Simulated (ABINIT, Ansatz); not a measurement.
# Quasiparticle gap of AlTlO2 (Fd-3m) in ABINIT

Aim: the G0W0 gap of AlTlO2 (Fd-3m) on LDA, step by step.

Method: LDA and many-body steps on it, plane waves, in ABINIT 10.8.3.

## 1. The starting structure

The structure is cubic, space group Fd-3m (No. 227). Conventional cell: a = 8.085 Å, b = 8.085 Å, c = 8.085 Å, α = 90.00°, β = 90.00°, γ = 90.00°. Nearest to Al lie 4 O at 1.75 Å. Tl has 12 O at 3.35 Å and 4 Tl at 3.50 Å and 4 Al at 3.50 Å nearest. O has 2 Al at 1.75 Å nearest. Farther neighbours and most contacts between anions are not listed.

The cell and positions are those that the Materials Project relaxed with its own functionals (PBE, PBE+U or r2SCAN), kept fixed. Spin-orbit coupling is left out unless a step names it.

## 2. Ground state

This step: ABINIT 10.8.3; DFT, LDA, plane waves, norm-conserving pseudopotentials.

The ground-state density comes first.

run.abi reads:

```
acell 3*1.0 Angstrom
rprim 
  0.000000000000 4.042720000000 4.042720000000
  4.042720000000 0.000000000000 4.042720000000
  4.042720000000 4.042720000000 -0.000000000000
ntypat 3
znucl 13 81 8
natom 8
typat 1 1 2 2 3 3 3 3
xred 
  0.250000000000 0.250000000000 0.250000000000
  0.000000000000 -0.000000000000 0.000000000000
  0.750000000000 0.750000000000 0.750000000000
  0.500000000000 0.500000000000 0.500000000000
  0.125000000000 0.125000000000 0.125000000000
  0.625000000000 0.125000000000 0.125000000000
  0.125000000000 0.625000000000 0.125000000000
  0.125000000000 0.125000000000 0.625000000000
pp_dirpath "pseudos"
pseudos "Al.upf, Tl.upf, O.upf"
ecut 42
ngkpt 4 4 4
nshiftk 1
shiftk 0 0 0
kptopt 1
chksymbreak 0
nband 44
occopt 1
tolvrs 1e-10
nstep 60
prtwf 0
optforces 0
optstress 0
indata_prefix "in"
outdata_prefix "out"
tmpdata_prefix "tmp"
```

Command:

```console
$ OMP_NUM_THREADS=1 mpirun -n 4 abinit run.abi > log
```

Numbers of over 12 decimals in the logs are rounded to 6 here.

The log of the run:

```text
.Version 10.8.3 of ABINIT. v10.8.2 released Aug 2026.

 Symmetries : space group Fd -3 m (#227); Bravais cF (face-center cubic)
================================================================================
 Values of the parameters that define the memory need of the present run
     intxc =       0    ionmov =       0      iscf =       7    lmnmax =       6
     lnmax =       6     mgfft =      64  mpssoang =       3    mqgrid =    3001
     natom =       8  nloc_mem =       1    nspden =       1   nspinor =       1
    nsppol =       1      nsym =      48    n1xccc =    2501    ntypat =       3
    occopt =       1   xclevel =       1
-    mband =          44        mffmem =           1         mkmem =           2
       mpw =       11602          nfft =      262144          nkpt =           8
================================================================================
  Rough estimation (10% accuracy) of disk space for files :
================================================================================

--------------------------------------------------------------------------------
------------- Echo of variables that govern the present computation ------------
--------------------------------------------------------------------------------
 -outvars: echo values of preprocessed input variables --------
            acell      1.8897261259E+00  1.8897261259E+00  1.8897261259E+00 Bohr

      chksymbreak           0
             ecut      4.20000000E+01 Hartree
-          fftalg         312

              ixc       -1012
              kpt      0.00000000E+00  0.00000000E+00  0.00000000E+00
                       2.50000000E-01  0.00000000E+00  0.00000000E+00
                       5.00000000E-01  0.00000000E+00  0.00000000E+00
                       2.50000000E-01  2.50000000E-01  0.00000000E+00
                       5.00000000E-01  2.50000000E-01  0.00000000E+00
                      -2.50000000E-01  2.50000000E-01  0.00000000E+00
                       5.00000000E-01  5.00000000E-01  0.00000000E+00
                      -2.50000000E-01  5.00000000E-01  2.50000000E-01
         kptrlatt        4    0    0      0    4    0      0    0    4
          kptrlen      4.32162938E+01
P           mkmem           2
            natom           8
            nband          44
            ngfft          64      64      64
             nkpt           8
            nstep          60
             nsym          48
           ntypat           3
              occ      2.000000  2.000000  2.000000  2.000000  2.000000  2.000000
                       2.000000  2.000000  2.000000  2.000000  2.000000  2.000000
                       2.000000  2.000000  2.000000  2.000000  2.000000  2.000000
                       2.000000  2.000000  2.000000  2.000000  2.000000  2.000000
                       2.000000  2.000000  2.000000  2.000000  2.000000  2.000000
                       2.000000  2.000000  2.000000  2.000000  2.000000  2.000000
                       0.000000  0.000000  0.000000  0.000000  0.000000  0.000000
                       0.000000  0.000000
        optforces           0
        optstress           0
            prtwf           0
            rprim      0.0000000000E+00  4.0427200000E+00  4.0427200000E+00
                       4.0427200000E+00  0.0000000000E+00  4.0427200000E+00
                       4.0427200000E+00  4.0427200000E+00 -0.0000000000E+00
          spgroup         227

           tolvrs      1.00000000E-10

             xred      2.5000000000E-01  2.5000000000E-01  2.5000000000E-01
                       0.0000000000E+00  0.0000000000E+00  0.0000000000E+00
[...]
znucl       13.00000   81.00000    8.00000

================================================================================

 chkinp: Checking input parameters for consistency.

================================================================================
== DATASET  1 ==================================================================
-   mpi_nproc: 4, omp_nthreads: 1 (-1 if OMP is not activated)

--- !DatasetInfo
iteration_state: {dtset: 1, }
dimensions: {natom: 8, nkpt: 8, mband: 44, nsppol: 1, nspinor: 1, nspden: 1, mpw: 11602, }
cutoff_energies: {ecut:  42.0, pawecutdg:  -1.0, }
electrons: {nelect:   7.20000000E+01, charge:   0.00000000E+00, occopt:   1.00000000E+00, tsmear:   1.00000000E-02, }

 Real(R)+Recip(G) space primitive vectors, cartesian coordinates (Bohr,Bohr^-1):
 R(1)=  0.0000000  7.6396336  7.6396336  G(1)= -0.0654482  0.0654482  0.0654482
 R(2)=  7.6396336  0.0000000  7.6396336  G(2)=  0.0654482 -0.0654482  0.0654482
 R(3)=  7.6396336  7.6396336  0.0000000  G(3)=  0.0654482  0.0654482 -0.0654482
 Unit cell volume ucvol=  8.9175918E+02 bohr^3
 Angles (23,13,12)=  6.00000000E+01  6.00000000E+01  6.00000000E+01 degrees

 getcut: wavevector=  0.0000  0.0000  0.0000  ngfft=  64  64  64
         ecut(hartree)=     42.000   => boxcut(ratio)=   2.03050

--- Pseudopotential description ------------------------------------------------
- Al Generated using ONCVPSP code by D. R. Hamann
- 13.00000   3.00000  180309                  znucl, zion, pspdat
12 -1012 2 -1 1854                            pspcod,pspxc,lmax,lloc,mmax
     nproj     2     2     2
  pspatm : epsatm=    0.57439143
         --- l  ekb(1:nproj) -->
[...]
pspatm: atomic psp has been read  and splines computed

- O Generated using ONCVPSP code by D. R. Hamann
-  8.00000   6.00000  201201                  znucl, zion, pspdat
12 -1012 2 -1 926                             pspcod,pspxc,lmax,lloc,mmax
     nproj     2     2     1
  pspatm : epsatm=    6.24525921
         --- l  ekb(1:nproj) -->
[...]
2   -1.033686
 pspatm: atomic psp has been read  and splines computed

   5.62172717E+03                                ecore*ucvol(ha*bohr**3)
--------------------------------------------------------------------------------

_setup2: Arith. and geom. avg. npw (full set) are   11588.453   11588.444

================================================================================

--- !BeginCycle
iteration_state: {dtset: 1, }
solver: {iscf: 7, nstep: 60, nline: 4, wfoptalg: 0, }
tolerances: {tolvrs: 1.00E-10, }

     iter   Etot(hartree)      deltaE(h)  residm     vres2
 ETOT  1  -452.96427283108    -4.530E+02 1.766E-01 6.937E+03
 ETOT  2  -453.44473822679    -4.805E-01 2.160E-02 3.409E+03
 ETOT  3  -454.20584534504    -7.611E-01 9.021E-03 8.159E+02
 ETOT  4  -454.25977351699    -5.393E-02 3.043E-03 1.714E+02
 ETOT  5  -454.27788922675    -1.812E-02 5.895E-04 6.071E+00
 ETOT  6  -454.27902670973    -1.137E-03 2.537E-04 3.719E-01
 ETOT  7  -454.27905673152    -3.002E-05 4.644E-05 2.178E-03
 ETOT  8  -454.27905703725    -3.057E-07 2.251E-05 2.882E-05
 ETOT  9  -454.27905703814    -8.877E-10 4.886E-06 7.077E-06
 ETOT 10  -454.27905703849    -3.478E-10 3.517E-06 1.231E-08
 ETOT 11  -454.27905703843     6.082E-11 7.122E-07 2.199E-10
 ETOT 12  -454.27905703843     6.821E-13 1.145E-06 2.439E-13

 At SCF step   12       vres2   =  2.44E-13 < tolvrs=  1.00E-10 =>converged.

--- !ResultsGS
iteration_state: {dtset: 1, }
comment   : Summary of ground state results
lattice_vectors:
- [  0.0000000,   7.6396336,   7.6396336, ]
- [  7.6396336,   0.0000000,   7.6396336, ]
- [  7.6396336,   7.6396336,  -0.0000000, ]
lattice_lengths: [  10.80407,   10.80407,   10.80407, ]
lattice_angles: [ 60.000,  60.000,  60.000, ] # degrees, (23, 13, 12)
lattice_volume:   8.9175918E+02
convergence: {deltae:  6.821E-13, res2:  2.439E-13, residm:  1.145E-06, diffor:  0.000E+00, }
etotal    :  -4.54279057E+02
entropy   :   0.00000000E+00
fermie    :   1.49680718E-01
cartesian_stress_tensor: null
pressure_GPa: null
xred      :
- [  2.5000E-01,   2.5000E-01,   2.5000E-01, Al]
- [  0.0000E+00,   0.0000E+00,   0.0000E+00, Al]
- [  7.5000E-01,   7.5000E-01,   7.5000E-01, Tl]
- [  5.0000E-01,   5.0000E-01,   5.0000E-01, Tl]
- [  1.2500E-01,   1.2500E-01,   1.2500E-01,  O]
- [  6.2500E-01,   1.2500E-01,   1.2500E-01,  O]
- [  1.2500E-01,   6.2500E-01,   1.2500E-01,  O]
- [  1.2500E-01,   1.2500E-01,   6.2500E-01,  O]
cartesian_forces: null
force_length_stats: {min: null, max: null, mean: null, }

 Integrated electronic density in atomic spheres:
 ------------------------------------------------
 Atom  Sphere_radius  Integrated_density
[...]
================================================================================

 ----iterations are completed or convergence reached----

 Mean square residual over all n,k,spin=   57.136E-10; max=  11.450E-07
 reduced coordinates (array xred) for    8 atoms
[...]
0.500000000000      0.500000000000      0.500000000000
       0.125000000000      0.125000000000      0.125000000000
       0.625000000000      0.125000000000      0.125000000000
       0.125000000000      0.625000000000      0.125000000000
       0.125000000000      0.125000000000      0.625000000000
 rms dE/dt=  0.0000E+00; max dE/dt=  0.0000E+00; dE/dt below (all hartree)
    1       0.000000000000      0.000000000000      0.000000000000
    2       0.000000000000      0.000000000000      0.000000000000
    3       0.000000000000      0.000000000000      0.000000000000
    4       0.000000000000      0.000000000000      0.000000000000
    5       0.000000000000      0.000000000000      0.000000000000
    6       0.000000000000      0.000000000000      0.000000000000
    7       0.000000000000      0.000000000000      0.000000000000
    8       0.000000000000      0.000000000000      0.000000000000

 cartesian coordinates (angstrom) at end:
    1      2.021360     2.021360     2.021360
    2      0.000000     0.000000     0.000000
    3      6.064080     6.064080     6.064080
    4      4.042720     4.042720     4.042720
    5      1.010680     1.010680     1.010680
    6      1.010680     3.032040     3.032040
    7      3.032040     1.010680     3.032040
    8      3.032040     3.032040     1.010680
 length scales=  1.889726125908  1.889726125908  1.889726125908 bohr
              =  1.000000000000  1.000000000000  1.000000000000 angstroms
 prteigrs : about to open file out_EIG
 Fermi (or HOMO) energy (hartree) =   0.14968   Average Vxc (hartree)=  -0.38038
 Eigenvalues (hartree) for nkpt=   8  k points:
 kpt#   1, nband= 44, wtk=  0.01563, kpt=  0.0000  0.0000  0.0000 (reduced coord)
  -4.47622   -4.47622   -2.45357   -2.45357   -2.45357   -2.45350   -2.45350   -2.45350
  -0.47271   -0.42936   -0.42936   -0.42936   -0.23012   -0.23012   -0.23012   -0.22892
  -0.22892   -0.22255   -0.22255   -0.22255   -0.22088   -0.22088   -0.08375   -0.06192
   0.01228    0.01228    0.01228    0.06689    0.08009    0.08009    0.09585    0.09585
   0.09585    0.14932    0.14932    0.14932    0.24144    0.24144    0.24144    0.38077
   0.38077    0.38077    0.42978    0.46226
 prteigrs : prtvol=0 or 1, do not print more k-points.

--- !EnergyTerms
iteration_state     : {dtset: 1, }
comment             : Components of total free energy in Hartree
kinetic             :  1.53480213967260E+02
hartree             :  1.27805860462564E+02
xc                  : -8.83821682277053E+01
Ewald energy        : -2.55022051878975E+02
psp_core            :  6.30408670947360E+00
local_psp           : -4.15180492400331E+02
non_local_psp       :  1.67154943292879E+01
total_energy        : -4.54279057038426E+02
total_energy_eV     : -1.23615628845326E+04
band_energy         : -5.37910532593532E+01

== END DATASET(S) ==============================================================
================================================================================

 -outvars: echo values of variables after computation  --------
           etotal     -4.5427905704E+02
            nband          44
             nkpt           8
          spgroup         227
 [... the other variables as echoed above ...]

 Calculation completed.
```

Run time: 42 s. Hardware: 4 MPI ranks of Intel Xeon 6975P-C (Granite Rapids), shared host; peak memory 0.6 GiB.

Numbers from this step:

```
total energy               : -12361.5629 eV
gap                        : 2.269 eV
k of the valence top       : 0.5, 0, 0
k of the conduction bottom : -0.25, 0.25, 0
least direct gap           : 2.442 eV
```

The gap is indirect, with the least direct gap 0.17 eV higher.

(Part 1 of 3 ends here.)

[Paths, hosts, dates, memory and timing lines, banners, echoed tables and standing remarks are left out of the program output.]

[Logs are printed without paths, hosts, clocks, repeated set-up lines and the standing remarks that a program may print on its own settings, such as how far it seeks lower states.]

[Runs of the session that timed out or met a known fault of the program may be left out.]

[Hosts, paths, dates, database ids (printed as entryN), source tags and the programs' standing remarks are cut or masked in the printed files.]

[G0W0 gaps are taken among the corrected bands and points alone; a level outside them can change the order at an edge.]

[Where Ansatz stands beside ABINIT at settings called matched, ABINIT's density can come from a denser mesh and the files from another edition; pairs whose starting gaps differed by over 0.03 eV were left out, so agreement reads better than it is.]
